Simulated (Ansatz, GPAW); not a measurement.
# A 2-layer slab of Cu(100): converging a work function

Wanted: a convergence study on the slab a 2-layer slab of Cu(100).

Program: GPAW 26.7.0 and Ansatz 0.2.0. Level of theory: Ansatz plane waves; slab in vacuum with a dipole correction, relaxation, in the first sound run; inputs show where later runs differ. Results are calculated unless marked as measured.

Report form: the programs' logs are mostly left out.

## (1) Set-up

The cell holds 2 atoms: 2 Cu. Its edges and angles: a = 2.553 Å, b = 2.553 Å, c = 19.805 Å, α = 90.0°, β = 90.0°, γ = 90.0°. Vacuum lies along c.

## (2) Relaxation

Forces are removed first; all later runs use this geometry. The lowest 1 atoms are held at bulk positions and keep their forces.

input.yaml reads:

```yaml
crystal:
  lattice:
    - [2.5526554801, 0.0, 0.0]
    - [0.0, 2.5526554801, 0.0]
    - [0.0, 0.0, 19.805]
  atoms:
    - { symbol: Cu, position: [0.5, 0.5, 0.4544306993] }
    - { symbol: Cu, position: [0.0, 0.0, 0.5455693007] }
kpoints:
  mp_grid: { grid: [12, 12, 1] }
hamiltonian:
  xc: pbe
scf:
  occupations: { method: fermi_dirac, width: 0.1 }
efield:
  axis: 3
  dipole_correction: true
  ramp_width: 0.05
relax:
  f_tol: 0.02
  max_steps: 60
  constraints: [{ sites: [0] }]
output:
  write_potential: true
  write_density: true
  volumetric_format: npy
```

Run with:

```bash
$ ansatz run input.yaml --threads 2 --pin off --max-ram 4096MiB --backend cpu --events-out ev --progress --plain --runs-dir out
```

The job ended after 20 s (2 threads of Intel Xeon Platinum 8259CL at 2.50GHz (Skylake/Cascade Lake), shared host; peak memory 0.45 GiB).

Relaxation path:

```csv
step,energy less that of the first step (eV),largest force component (eV/Å)
1,0.0000,0.2596
2,-0.0054,0.1675
3,-0.0090,0.0126
4,-0.0090,0.0116
```

Forces are held to the 8 operations that the run works with; a distortion that breaks them can't arise in this run.

The atoms that moved most (Å):

```csv
atom,dx,dy,dz,length
Cu2,0.000,0.000,-0.070,0.070
```

Final coordinates:

```
Cu
1.0
     2.55266    0.00000    0.00000
     0.00000    2.55266    0.00000
     0.00000    0.00000   19.80500
Cu
2
Cartesian
  1.2763 1.2763 9.0000
  0.0000 0.0000 10.7352
```

Numbers from this step:

| Quantity | Value |
| --- | --- |
| free energy | -13249.1508 eV |
| smearing term TS | 0.01953 eV |
| symmetry operations | 8 |
| upper work function | 4.687 eV |
| lower work function | 4.688 eV |
| dipole along the normal | 2.25e-5 e·Å |
| dipole field | 3.15e-5 V/Å |
| vacuum level above | 3.982 eV |
| vacuum level below | 3.983 eV |

The electrostatic potential energy of an electron (with the applied field's), less the Fermi level, planar mean by z:

z (Å), electrostatic potential energy of an electron (with the applied field's), less the Fermi level, planar mean (eV) and a bar from the least value:
```
        0        4.7 ##############################
        1        4.7 ##############################
        2        4.7 ##############################
        3        4.7 ##############################
        4        4.7 ##############################
        5        4.7 ##############################
        6        4.7 ##############################
        7        4.5 ##############################
        8        1.7 #########################
        9      -14.4 
       10       -3.6 #################
       11      -12.5 ###
       12        3.2 ############################
       13        4.6 ##############################
       14        4.7 ##############################
       15        4.7 ##############################
       16        4.7 ##############################
       17        4.7 ##############################
       18        4.7 ##############################
       19        4.7 ##############################
```

Table of valence density, planar mean by z:

z (Å), valence density, planar mean (e/Å³) and a bar:
```
        5       0.00 
        6       0.00 
        7       0.01 
        8       0.11 #
        9       3.94 ##############################
       10       0.41 ###
       11       2.38 ##################
       12       0.05 
       13       0.00 
       14       0.00
```

The relaxation lowered the energy of the cell by 0.00901 eV.

## (3) Plane waves, PBE

The work function is the vacuum plateau of the electrostatic potential less the Fermi level; a dipole layer lets the two faces have plateaus of their own.

This step: GPAW, PAW setups; slab in vacuum (GPAW 26.7.0).

run.py reads:

```python
import json
import numpy as np
from ase import Atoms
from gpaw import GPAW, PW

slab = Atoms(
    ['Cu', 'Cu'],
    positions=[
        [1.27633, 1.27633, 9.00000],
        [-0.00000, 0.00000, 10.73522]],
    cell=[[2.55266, 0.0, 0.0], [0.0, 2.55266, 0.0], [0.0, 0.0, 19.805]],
    pbc=[True, True, False])

slab.calc = GPAW(mode=PW(400), xc='PBE', kpts={'size': (12, 12, 1), 'gamma': True},
                 occupations={'name': 'fermi-dirac', 'width': 0.1}, nbands='140%',
                 convergence={'density': 1e-05}, maxiter=200,
                 poissonsolver={'dipolelayer': 'xy'},
                 symmetry={'tolerance': 1e-3}, txt='slab.txt')
result = {}
energy = slab.get_potential_energy()
fermi = slab.calc.get_fermi_level()
v = slab.calc.get_electrostatic_potential().mean((0, 1)) - fermi
n = slab.calc.get_pseudo_density().mean((0, 1))
L = slab.cell[2, 2]
z = np.arange(len(v)) * L / len(v)
low, high = slab.positions[:, 2].min(), slab.positions[:, 2].max()
below, above = np.interp([low - 6.8, high + 6.8], z, v)
slopes = [np.interp(x, z, np.gradient(v, z)) for x in (low - 6.8, high + 6.8)]
eps = np.array([[slab.calc.get_eigenvalues(k, s) for k in range(len(slab.calc.get_ibz_k_points()))]
                for s in range(slab.calc.get_number_of_spins())]) - fermi
top, bottom = eps[eps < 0].max(), eps[eps > 0].min()
dipole = slab.get_dipole_moment()[2]
print(f'energy {energy:.4f} eV, Fermi level {fermi:.4f} eV, dipole {dipole:.5f} e A')
print(f'potential 6.8 A off the faces, from the Fermi level: lower {below:.4f} eV, upper {above:.4f} eV')
print(f'slope of the potential there: lower {slopes[0]:.5f}, upper {slopes[1]:.5f} eV/A')
print(f'nearest levels on the mesh: {top:.4f} and {bottom:.4f} eV')
print('magnetic moment', round(slab.get_magnetic_moment(), 3))
result.update(energy=energy, fermi=fermi, dipole=dipole, below=below, above=above, slopes=slopes, edges=[top, bottom],
              z=z.tolist(), v=v.tolist(), n=n.tolist(), positions=slab.positions.tolist(),
              forces=slab.get_forces(apply_constraint=False).tolist(), moments=slab.get_magnetic_moments().tolist())
json.dump(result, open('result.json', 'w'))
```

Run with:

```bash
$ OMP_NUM_THREADS=1 OPENBLAS_NUM_THREADS=2 python run.py
```

The job ended after 18 s (2 threads; peak memory 0.17 GiB).

This step gave:

* dipole along the normal: -6.83e-6 e·Å
* levels nearest the Fermi level on the mesh: -0.06614, 0.1314 eV from the Fermi level
* upper work function: 4.677 eV
* lower work function: 4.677 eV

Electrostatic potential energy of an electron (without an applied field's), less the Fermi level, planar mean against z:

z (Å), electrostatic potential energy of an electron (without an applied field's), less the Fermi level, planar mean (eV) and a bar from the least value:
```
      0.0        4.7 ##############################
      0.5        4.7 ##############################
      1.0        4.7 ##############################
      1.5        4.7 ##############################
      2.0        4.7 ##############################
      2.5        4.7 ##############################
      3.0        4.7 ##############################
      3.5        4.7 ##############################
      4.0        4.7 ##############################
      4.5        4.7 ##############################
      5.0        4.7 ##############################
      5.5        4.7 ##############################
      6.0        4.7 ##############################
      6.5        4.6 ##############################
      7.0        4.4 ##############################
      7.5        3.8 #############################
      8.0        1.8 ##########################
      8.5       -5.7 ###############
      9.0      -15.8 
      9.5       -6.2 ##############
     10.0       -2.6 ###################
     10.5      -12.7 ####
     11.0      -11.9 ######
     11.5       -0.6 ######################
     12.0        3.2 ############################
     12.5        4.3 #############################
     13.0        4.6 ##############################
     13.5        4.6 ##############################
     14.0        4.7 ##############################
     14.5        4.7 ##############################
     15.0        4.7 ##############################
     15.5        4.7 ##############################
     16.0        4.7 ##############################
     16.5        4.7 ##############################
     17.0        4.7 ##############################
     17.5        4.7 ##############################
     18.0        4.7 ##############################
     18.5        4.7 ##############################
     19.0        4.7 ##############################
     19.5        4.7 ##############################
```

The pseudo valence density, planar mean by z:

z (Å), pseudo valence density, planar mean (e/Å³) and a bar from the least value:
```
     0.00       0.00 
     0.62       0.00 
     1.03       0.00 
     1.65       0.00 
     2.06       0.00 
     2.68       0.00 
     3.09       0.00 
     3.71       0.00 
     4.33       0.00 
     4.74       0.00 
     5.36       0.00 
     5.78       0.00 
     6.40       0.00 
     6.81       0.01 
     7.43       0.02 
     8.05       0.12 ##
     8.46       0.44 ######
     9.08       2.03 ##############################
     9.49       0.60 #########
    10.11       0.42 ######
    10.52       1.55 #######################
    11.14       0.75 ###########
    11.55       0.18 ###
    12.17       0.03 
    12.79       0.01 
    13.20       0.00 
    13.82       0.00 
    14.23       0.00 
    14.85       0.00 
    15.27       0.00 
    15.89       0.00 
    16.50       0.00 
    16.92       0.00 
    17.54       0.00 
    17.95       0.00 
    18.57       0.00 
    18.98       0.00 
    19.60       0.00
```

Force by atom:

```csv
atom,x (eV/Å),y (eV/Å),z (eV/Å),size
Cu1,0.0000,0.0000,-0.0867,0.0867
Cu2,0.0000,0.0000,0.0863,0.0863
```

The potential is flat to 9.9e-5 eV/Å where it is read, so the vacuum is wide enough. The geometry is the other program's minimum; here the largest force on a free atom is 0.086 eV/Å.

## (4) Cutoff 200

The cutoff limits how sharply the smooth valence waves can vary, which tells mostly near the atoms.

Changes to run.py since step 3:

```diff
@@ -13,3 +13,3 @@
 
-slab.calc = GPAW(mode=PW(400), xc='PBE', kpts={'size': (12, 12, 1), 'gamma': True},
+slab.calc = GPAW(mode=PW(200), xc='PBE', kpts={'size': (12, 12, 1), 'gamma': True},
                  occupations={'name': 'fermi-dirac', 'width': 0.1}, nbands='140%',
```

The job ended after 11 s (2 threads; peak memory 0.13 GiB).

The run finished. A setting was moved off its sound value on purpose, so it serves as a test and not as the result.

The fault put into the input: a cutoff under that of the base run: the energy of the cell lies 4.6 eV from the base value (ecut = 200).

The two runs compared:

```csv
quantity,this run,sound run,difference
upper work function (eV),4.7489,4.6774,0.0715
lower work function (eV),4.7578,4.6773,0.0805
```

The two runs differ clearly in the lower work function: 4.76 eV against 4.68 eV.

## (5) Cutoff 300

Changes to run.py since step 4:

```diff
@@ -13,3 +13,3 @@
 
-slab.calc = GPAW(mode=PW(200), xc='PBE', kpts={'size': (12, 12, 1), 'gamma': True},
+slab.calc = GPAW(mode=PW(300), xc='PBE', kpts={'size': (12, 12, 1), 'gamma': True},
                  occupations={'name': 'fermi-dirac', 'width': 0.1}, nbands='140%',
```

Wall time 14 s (2 threads); peak memory 0.15 GiB.

The run finished. A setting was moved off its sound value on purpose, so it serves as a test and not as the result.

The fault put into the input: a cutoff under that of the base run: the energy of the cell lies 0.31 eV from the base value (ecut = 300).

The two runs compared:

```csv
quantity,this run,sound run,difference
upper work function (eV),4.6901,4.6774,0.0127
lower work function (eV),4.6909,4.6773,0.0136
```

## (6) Cutoff 700: ecut = 700

Changes to run.py since step 5:

```diff
@@ -13,3 +13,3 @@
 
-slab.calc = GPAW(mode=PW(300), xc='PBE', kpts={'size': (12, 12, 1), 'gamma': True},
+slab.calc = GPAW(mode=PW(700), xc='PBE', kpts={'size': (12, 12, 1), 'gamma': True},
                  occupations={'name': 'fermi-dirac', 'width': 0.1}, nbands='140%',
```

Wall time 39 s (2 threads); peak memory 0.24 GiB.

This step gave:

```yaml
dipole_along_the_normal: -6.57e-6 e·Å
levels_nearest_the_fermi_level_on_the_mesh: -0.06595, 0.1313 eV from the Fermi level
upper_work_function: 4.671 eV
lower_work_function: 4.671 eV
```

Table of electrostatic potential energy of an electron (without an applied field's), less the Fermi level, planar mean by z:

```csv
z (Å),"electrostatic potential energy of an electron (without an applied field's), less the Fermi level, planar mean (eV)"
0.0,4.67
0.5,4.67
1.0,4.67
1.5,4.67
2.0,4.67
2.5,4.67
3.0,4.67
3.5,4.67
4.0,4.67
4.5,4.67
5.0,4.67
5.5,4.67
6.0,4.65
6.5,4.61
7.0,4.44
7.5,3.85
8.0,1.78
8.5,-5.65
9.0,-15.8
9.5,-6.17
10.0,-2.66
10.5,-12.7
11.0,-11.9
11.5,-0.619
12.0,3.18
12.5,4.25
13.0,4.55
13.5,4.64
14.0,4.66
14.5,4.67
15.0,4.67
15.5,4.67
16.0,4.67
16.5,4.67
17.0,4.67
17.5,4.67
18.0,4.67
18.5,4.67
19.0,4.67
19.5,4.67
```

The pseudo valence density, planar mean by z:

```csv
z (Å),"pseudo valence density, planar mean (e/Å³)"
5,5.3e-5
6,6.7e-4
7,0.00827
8,0.109
9,2.06
10,0.364
11,1.31
12,0.0529
13,0.00422
14,3.5e-4
15,2.7e-5
```

Force by atom:

```csv
atom,x (eV/Å),y (eV/Å),z (eV/Å),size
Cu1,0.0000,0.0000,-0.0917,0.0917
Cu2,0.0000,0.0000,0.0917,0.0917
```

The upper face's work function is 4.671 eV, against 4.677 eV in the first plane-wave PBE run at this geometry.

## (7) K mesh 4×4

The mesh in the plane samples the bands: a metal's Fermi level needs it dense, and band edges must lie on it.

Changes to run.py since step 6:

```diff
@@ -13,3 +13,3 @@
 
-slab.calc = GPAW(mode=PW(700), xc='PBE', kpts={'size': (12, 12, 1), 'gamma': True},
+slab.calc = GPAW(mode=PW(400), xc='PBE', kpts={'size': (4, 4, 1), 'gamma': True},
                  occupations={'name': 'fermi-dirac', 'width': 0.1}, nbands='140%',
```

Wall time 7 s (2 threads); peak memory 0.14 GiB.

The run finished with changed settings (kpts = [4, 4]); it serves as a test.

Side by side:

```csv
quantity,this run,sound run,difference
upper work function (eV),4.8374,4.6774,0.160
lower work function (eV),4.8374,4.6773,0.160
```

The two runs differ clearly in the upper work function: 4.84 eV against 4.68 eV.

## (8) K mesh 7×7

Changes to run.py since step 7:

```diff
@@ -13,3 +13,3 @@
 
-slab.calc = GPAW(mode=PW(400), xc='PBE', kpts={'size': (4, 4, 1), 'gamma': True},
+slab.calc = GPAW(mode=PW(400), xc='PBE', kpts={'size': (7, 7, 1), 'gamma': True},
                  occupations={'name': 'fermi-dirac', 'width': 0.1}, nbands='140%',
```

Wall time 9.3 s (2 threads); peak memory 0.15 GiB.

The run finished with changed settings (kpts = [7, 7]); it serves as a test.

The two runs compared:

```csv
quantity,this run,sound run,difference
upper work function (eV),4.6432,4.6774,-0.0342
lower work function (eV),4.6432,4.6773,-0.0342
```

The two runs differ clearly in the upper work function: 4.64 eV against 4.68 eV.

## (9) K mesh 18×18: kpts = [18, 18]

Changes to run.py since step 8:

```diff
@@ -13,3 +13,3 @@
 
-slab.calc = GPAW(mode=PW(400), xc='PBE', kpts={'size': (7, 7, 1), 'gamma': True},
+slab.calc = GPAW(mode=PW(400), xc='PBE', kpts={'size': (18, 18, 1), 'gamma': True},
                  occupations={'name': 'fermi-dirac', 'width': 0.1}, nbands='140%',
```

It took 30 s on 2 threads; peak memory 0.19 GiB.

This step gave:

| Quantity | Value |
| --- | --- |
| dipole along the normal | -6.86e-6 e·Å |
| levels nearest the Fermi level on the mesh | -0.08213, 0.03812 eV from the Fermi level |
| upper work function | 4.675 eV |
| lower work function | 4.675 eV |

(Continued in part 2 of 2.)

[Logs are printed without paths, hosts, clocks, repeated set-up lines and the standing remarks that a program may print on its own settings, such as how far it seeks lower states.]

[Hosts, paths, dates, database ids (printed as entryN), source tags and the programs' standing remarks are cut or masked in the printed files.]
